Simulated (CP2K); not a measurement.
2-nitrosofuran has these distinct C atoms: C3 (bonded to C, N and O), C4 (bonded to 2 C and H), C5 (bonded to 2 C and H) and C6 (bonded to C, O and H).

```xyz
10

O     2.9857   -0.0510    0.0949
N     2.1053   -0.8309   -0.3339
C     0.8108   -0.3635   -0.1531
C     0.2237    0.7679    0.3967
C    -1.1711    0.6006    0.2578
C    -1.3554   -0.6175   -0.3666
O    -0.1704   -1.2204   -0.6249
H     0.7679    1.5954    0.8374
H    -1.9561    1.2809    0.5700
H    -2.2403   -1.1615   -0.6782
```

Their partial C K spectra (CP2K XAS_TDP, all-electron GAPW, PBEh(45%), aug-cc-pVDZ, TDA, GW2X-corrected core level, no relativity) are given in random order, each times the number of alike atoms.

Gaussian full width 0.5 eV, oscillator strength per eV, alike atoms added, rows of zeros left out:

```
E (eV)  curve 1  curve 2  curve 3  curve 4
285.75    0.001    0.000    0.000    0.000
286.00    0.016    0.000    0.000    0.000
286.25    0.064    0.000    0.000    0.000
286.50    0.065    0.000    0.000    0.000
286.75    0.017    0.000    0.000    0.000
287.00    0.001    0.000    0.000    0.000
287.25    0.000    0.000    0.000    0.008
287.50    0.000    0.005    0.001    0.055
287.75    0.000    0.016    0.018    0.092
288.00    0.000    0.013    0.079    0.039
288.25    0.000    0.002    0.086    0.004
288.50    0.000    0.000    0.024    0.000
288.75    0.000    0.000    0.002    0.000
289.50    0.000    0.006    0.000    0.000
289.75    0.000    0.045    0.000    0.000
290.00    0.001    0.088    0.000    0.000
290.25    0.005    0.044    0.005    0.000
290.50    0.006    0.006    0.018    0.002
290.75    0.011    0.000    0.018    0.012
291.00    0.029    0.000    0.004    0.016
291.25    0.037    0.000    0.001    0.006
291.50    0.019    0.000    0.002    0.003
291.75    0.010    0.000    0.007    0.018
292.00    0.012    0.006    0.011    0.032
292.25    0.011    0.029    0.014    0.016
292.50    0.010    0.045    0.008    0.017
292.75    0.005    0.060    0.003    0.029
293.00    0.003    0.062    0.004    0.020
293.25    0.007    0.023    0.011    0.010
293.50    0.024    0.004    0.020    0.017
293.75    0.033    0.003    0.029    0.022
294.00    0.022    0.003    0.022    0.013
294.25    0.007    0.007    0.014    0.006
294.50    0.005    0.013    0.025    0.010
294.75    0.014    0.012    0.028    0.030
295.00    0.023    0.010    0.014    0.038
295.25    0.022    0.014    0.006    0.028
295.50    0.013    0.016    0.004    0.012
295.75    0.007    0.024    0.004    0.005
296.00    0.007    0.027    0.006    0.007
296.25    0.010    0.016    0.010    0.007
296.50    0.007    0.009    0.005    0.005
296.75    0.007    0.004    0.002    0.006
297.00    0.013    0.003    0.005    0.005
297.25    0.012    0.002    0.006    0.003
297.50    0.009    0.002    0.003    0.002
```

Which curve belongs to which atom?

Curve 1: C4 (bonded to 2 C and H), leading line at 286.38 eV (f = 0.041 an atom), ionisation energy 293.02 eV, term value 6.64 eV. Curve 2: C3 (bonded to C, N and O), leading line at 290.00 eV (f = 0.047 an atom), ionisation energy 294.08 eV, term value 4.08 eV. Curve 3: C5 (bonded to 2 C and H), leading line at 288.14 eV (f = 0.052 an atom), ionisation energy 292.90 eV, term value 4.76 eV. Curve 4: C6 (bonded to C, O and H), leading line at 287.72 eV (f = 0.050 an atom), ionisation energy 294.32 eV, term value 6.60 eV. The leading line of an atom is its first one with 35 % of the strongest within 2.5 eV of its lowest line over the strength cut. A line lies at the core ionisation energy, which rises as an atom loses charge to its neighbours or to a π system, less the term value, which is large for a low π* or σ* orbital with weight on that atom.

[Banner, clock and machine lines of the logs are left out without a mark of their own.]

[Logs are printed without paths, hosts, clocks, repeated set-up lines and the standing remarks that a program may print on its own settings, such as how far it seeks lower states.]

[Hosts, paths, dates, database ids (printed as entryN), source tags and the programs' standing remarks are cut or masked in the printed files.]
